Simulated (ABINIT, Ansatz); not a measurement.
# VBiO4 (Clinobisvanite): one start, several treatments of the self-energy, part 2 of 2

Aim: compare treatments of exchange, screening and correlation for the gap of VBiO4 (Clinobisvanite).

ABINIT 10.8.3; LDA and many-body steps on it, plane waves. Known limits of the many-body steps: not at the basis limit; no spin polarisation; d states lean on the start; no spin-orbit coupling; coarse k mesh.

So far. Step 4 (G0W0, Godby-Needs plasmon pole): The gap on the mesh goes from 2.32 eV to 3.68 eV, a correction of +1.36 eV. Step 5 (G0W0, Engel-Farid plasmon pole): Against G0W0 in ABINIT (2×2×4 mesh, 162 bands, screening to 114.3 eV, Godby-Needs plasmon pole), the gap moves by +0.147 eV.

### Step 6. G0W0, Hybertsen-Louie plasmon pole

Level of this step: G0W0 on LDA, plane waves, norm-conserving pseudopotentials (ABINIT).

run.abi reads:

```
acell 3*1.0 Angstrom
rprim 
  3.623583094700 -5.848600000000 -0.000000000000
  3.623583094700 5.848600000000 0.000000000000
  -3.550011012700 0.000000000000 3.647394391800
ntypat 3
znucl 23 83 8
natom 12
typat 1 1 2 2 3 3 3 3 3 3 3 3
xred 
  0.870000000000 0.130000000000 0.750000000000
  0.130000000000 0.870000000000 0.250000000000
  0.366500000000 0.633500000000 0.750000000000
  0.633500000000 0.366500000000 0.250000000000
  0.938300000000 0.354700000000 0.638800000000
  0.645300000000 0.061700000000 0.861200000000
  0.061700000000 0.645300000000 0.361200000000
  0.354700000000 0.938300000000 0.138800000000
  0.811300000000 0.709900000000 0.879600000000
  0.290100000000 0.188700000000 0.620400000000
  0.188700000000 0.290100000000 0.120400000000
  0.709900000000 0.811300000000 0.379600000000
pp_dirpath "pseudos"
pseudos "V.upf, Bi.upf, O.upf"
ecut 42
ngkpt 2 2 4
nshiftk 1
shiftk 0 0 0
kptopt 1
chksymbreak 0
istwfk *1
occopt 1
irdwfk 1
optdriver 4
nband 162
gwcalctyp 0
ecutsigx 42
symsigma 1
nkptgw 4
kptgw 
  0.0000000000 0.0000000000 0.2500000000
  0.5000000000 0.0000000000 0.5000000000
  0.5000000000 0.0000000000 0.0000000000
  0.0000000000 0.0000000000 0.0000000000
bdgw 
  59 62
  59 62
  59 62
  59 62
ecuteps 4.2
irdscr 1
ppmodel 2
indata_prefix "in"
outdata_prefix "out"
tmpdata_prefix "tmp"
```

Run with:

```sh
OMP_NUM_THREADS=1 mpirun -n 16 abinit run.abi > log
```

Numbers of over 12 decimals in the logs are rounded to 6 here.

What it wrote:

```text
.Version 10.8.3 of ABINIT. v10.8.2 released Aug 2026.

 Symmetries : space group C2/c (# 15); Bravais mC (1-face-center monocl.)
[... echo of the input left out ...]
== DATASET  1 ==================================================================
-   mpi_nproc: 16, omp_nthreads: 1 (-1 if OMP is not activated)

--- !DatasetInfo
iteration_state: {dtset: 1, }
dimensions: {natom: 12, nkpt: 9, mband: 162, nsppol: 1, nspinor: 1, nspden: 1, mpw: 13589, }
cutoff_energies: {ecut:  42.0, pawecutdg:  -1.0, }
[...]
Band     E0 <VxcDFT>   SigX SigC(E0)      Z dSigC/dE  Sig(E)    E-E0       E
[...]
61   7.966 -20.896 -14.115  -3.756   0.858  -0.166 -18.300   2.595  10.562
       62   8.407 -21.599 -14.724  -3.752   0.855  -0.169 -18.928   2.671  11.078

== END DATASET(S) ==============================================================
================================================================================

 -outvars: echo values of variables after computation  --------
           etotal      0.0000000000E+00
            nband         162
             nkpt           9
          spgroup          15
 [... the other variables as echoed above ...]

 Calculation completed.
```

Run time: 49 s. Hardware: 16 MPI ranks of Arm Neoverse N1, shared host; peak memory 6.2 GiB; 13 min of CPU time.

Numbers from this step:

```yaml
g0w0_gap_on_the_mesh: 4.491 eV
starting_gap_on_the_mesh: 2.325 eV
k_of_the_valence_top: 0, 0, 0.25
k_of_the_conduction_bottom: 0.5, 0, 0.5
least_direct_g0w0_gap_on_the_computed_points: 4.564 eV
```

Against G0W0 in ABINIT (2×2×4 mesh, 162 bands, screening to 114.3 eV, Godby-Needs plasmon pole), the gap moves by +0.810 eV.

### Step 7. One-shot COHSEX

This step: one-shot COHSEX on LDA, plane waves, norm-conserving pseudopotentials.

run.abi: that of step 6 with these lines changed.

```diff
@@ -35,3 +35,3 @@
 nband 162
-gwcalctyp 0
+gwcalctyp 7
 ecutsigx 42
@@ -51,3 +51,2 @@
 irdscr 1
-ppmodel 2
 indata_prefix "in"
```

What it wrote:

```text
.Version 10.8.3 of ABINIT. v10.8.2 released Aug 2026.

 Symmetries : space group C2/c (# 15); Bravais mC (1-face-center monocl.)
[... echo of the input left out ...]
== DATASET  1 ==================================================================
-   mpi_nproc: 16, omp_nthreads: 1 (-1 if OMP is not activated)

--- !DatasetInfo
iteration_state: {dtset: 1, }
dimensions: {natom: 12, nkpt: 9, mband: 162, nsppol: 1, nspinor: 1, nspden: 1, mpw: 13589, }
cutoff_energies: {ecut:  42.0, pawecutdg:  -1.0, }
[...]
Band     E0 <VxcDFT>   SigX SigC(E0)      Z dSigC/dE  Sig(E)    E-E0       E
[...]
61   7.966 -20.896 -14.115  -6.300   1.000   0.000 -20.415   0.481   8.447
       62   8.407 -21.599 -14.724  -6.343   1.000   0.000 -21.067   0.532   8.939

== END DATASET(S) ==============================================================
================================================================================

 -outvars: echo values of variables after computation  --------
           etotal      0.0000000000E+00
            nband         162
             nkpt           9
          spgroup          15
 [... the other variables as echoed above ...]

 Calculation completed.
```

The job ended after 18 s (16 MPI ranks; peak memory 4.4 GiB; 4.8 min of CPU time).

This step gave:

* quasiparticle gap on the mesh: 4.019 eV
* starting gap on the mesh: 2.325 eV
* k of the valence top: 0, 0, 0.25
* k of the conduction bottom: 0.5, 0, 0.5
* least direct quasiparticle gap on the computed points: 4.083 eV

Against G0W0 in ABINIT (2×2×4 mesh, 162 bands, screening to 114.3 eV, Godby-Needs plasmon pole), the gap moves by +0.338 eV.

### Step 8. One-shot Hartree-Fock

This step: one-shot Hartree-Fock on LDA, plane waves, norm-conserving pseudopotentials.

run.abi: that of step 7 with these lines changed.

```diff
@@ -34,4 +34,4 @@
 optdriver 4
-nband 162
-gwcalctyp 7
+nband 64
+gwcalctyp 5
 ecutsigx 42
@@ -49,4 +49,4 @@
   59 62
-ecuteps 4.2
-irdscr 1
+ixc_sigma 40
+fftgw 31
 indata_prefix "in"
```

What it wrote:

```text
.Version 10.8.3 of ABINIT. v10.8.2 released Aug 2026.

 Symmetries : space group C2/c (# 15); Bravais mC (1-face-center monocl.)
[... echo of the input left out ...]
== DATASET  1 ==================================================================
-   mpi_nproc: 16, omp_nthreads: 1 (-1 if OMP is not activated)

--- !DatasetInfo
iteration_state: {dtset: 1, }
dimensions: {natom: 12, nkpt: 9, mband: 64, nsppol: 1, nspinor: 1, nspden: 1, mpw: 13589, }
cutoff_energies: {ecut:  42.0, pawecutdg:  -1.0, }
[...]
Band     E0 <VxcDFT>   SigX SigC(E0)      Z dSigC/dE  Sig(E)    E-E0       E
[...]
61   7.966 -20.896 -14.115   0.000   1.000   0.000 -14.115   6.781  14.747
       62   8.407 -21.599 -14.724   0.000   1.000   0.000 -14.724   6.875  15.282

== END DATASET(S) ==============================================================
================================================================================

 -outvars: echo values of variables after computation  --------
           etotal      0.0000000000E+00
            nband          64
             nkpt           9
          spgroup          15
 [... the other variables as echoed above ...]

 Calculation completed.
```

Wall time 15 s (16 MPI ranks); peak memory 5 GiB; 4 min of CPU time.

Numbers from this step:

* quasiparticle gap on the mesh: 12.09 eV
* starting gap on the mesh: 2.325 eV
* k of the valence top: 0, 0, 0.25
* k of the conduction bottom: 0.5, 0, 0
* least direct quasiparticle gap on the computed points: 12.21 eV

Against G0W0 in ABINIT (2×2×4 mesh, 162 bands, screening to 114.3 eV, Godby-Needs plasmon pole), the gap moves by +8.410 eV.

### Step 9. Side by side

Times are wall times on 16 MPI ranks of Arm Neoverse N1, shared host, good to a factor of about two. A run's time includes the screening step that it read.

```
                               run   mesh  bands  screening cutoff (eV)  DFT gap (eV)  gap on the mesh (eV)  direct (eV)  ε∞ used     time
    G0W0, Godby-Needs plasmon pole  2×2×4    162                  114.3         2.325                 3.681        3.740     7.31  5.4 min
    G0W0, Engel-Farid plasmon pole  2×2×4    162                  114.3         2.325                 3.828        3.884     7.31  5.4 min
G0W0, Hybertsen-Louie plasmon pole  2×2×4    162                  114.3         2.325                 4.491        4.564     7.31  5.5 min
                   one-shot COHSEX  2×2×4    162                  114.3         2.325                 4.019        4.083     7.31  4.9 min
             one-shot Hartree-Fock  2×2×4      -                      -         2.325                12.091       12.207        -     15 s
```

### Step 10. What came out

```json
{"G0W0, Godby-Needs plasmon pole": "3.681 eV", "G0W0, Engel-Farid plasmon pole": "3.828 eV", "G0W0, Hybertsen-Louie plasmon pole": "4.491 eV", "one-shot COHSEX": "4.019 eV", "one-shot Hartree-Fock": "12.091 eV", "known limits": "not at the basis limit; no spin polarisation; d states lean on the start; no spin-orbit coupling; coarse k mesh"}
```

In words: G0W0, Engel-Farid plasmon pole: +0.147 eV against G0W0, Godby-Needs plasmon pole. G0W0, Hybertsen-Louie plasmon pole: +0.810 eV against G0W0, Godby-Needs plasmon pole. One-shot COHSEX: +0.338 eV against G0W0, Godby-Needs plasmon pole. One-shot Hartree-Fock: +8.410 eV against G0W0, Godby-Needs plasmon pole. Bare exchange alone opens the gap to 12.09 eV; against G0W0, correlation takes back 8.41 eV. Against experiment, by G0W0, Godby-Needs plasmon pole: the gap of 3.68 eV lies +1.30 eV from the measured 2.38 eV (optical, 2024); the gap of 3.68 eV lies +1.29 eV from the measured 2.39 eV (electronic, 300 K, 2020); the gap of 3.68 eV lies +1.41 eV from the measured 2.27 eV (electronic, 300 K, 2020). An exciton line or allowed optical edge lies below the quasiparticle gap by the binding energy; a forbidden edge can push the onset above it. These are gaps on the mesh, at modest bands and cutoff. The calculation has static nuclei and no excitons; a measured gap holds zero-point and thermal motion, which mostly lowers it. A miss this large is more than these effects usually give: tightly bound excitons can cover part of it, absorption edges of powders and films often read low, and no run here tells these apart. Bands and cutoff are finite, so the gap is not at the basis limit. The miss can reach some tenths of an eV and take either sign; the mesh is an error of its own. A denser mesh or path gives a starting gap of 2.22 eV: the GW mesh misses a band edge, so its gaps are not the fundamental one. The 2×2×4 mesh is coarse for this cell, which bears on the long-range parts of exchange and screening. Where an edge is built on 6p states of lead, bismuth or thallium, scalar-relativistic gaps usually stand too wide, by a few tenths to over one eV. The runs have no spin polarisation. For a closed low-spin shell that is the natural state; where a d or f shell is open it is a constraint, and the gap is then not the crystal's own. With d states at the gap, one-shot GW leans hard on its start. The many-body steps are scalar-relativistic: spin-orbit coupling is not in them.

[Paths, hosts, dates, memory and timing lines, banners, echoed tables and standing remarks are left out of the program output.]

[Logs are printed without paths, hosts, clocks, repeated set-up lines and the standing remarks that a program may print on its own settings, such as how far it seeks lower states.]

[Runs of the session that timed out or met a known fault of the program may be left out.]

[No measured gap is set beside runs whose start may be inverted or whose files or cutoffs have a known fault.]

[Hosts, paths, dates, database ids (printed as entryN), source tags and the programs' standing remarks are cut or masked in the printed files.]

[G0W0 gaps are taken among the corrected bands and points alone; a level outside them can change the order at an edge.]

[Where Ansatz stands beside ABINIT at settings called matched, ABINIT's density can come from a denser mesh and the files from another edition; pairs whose starting gaps differed by over 0.03 eV were left out, so agreement reads better than it is.]
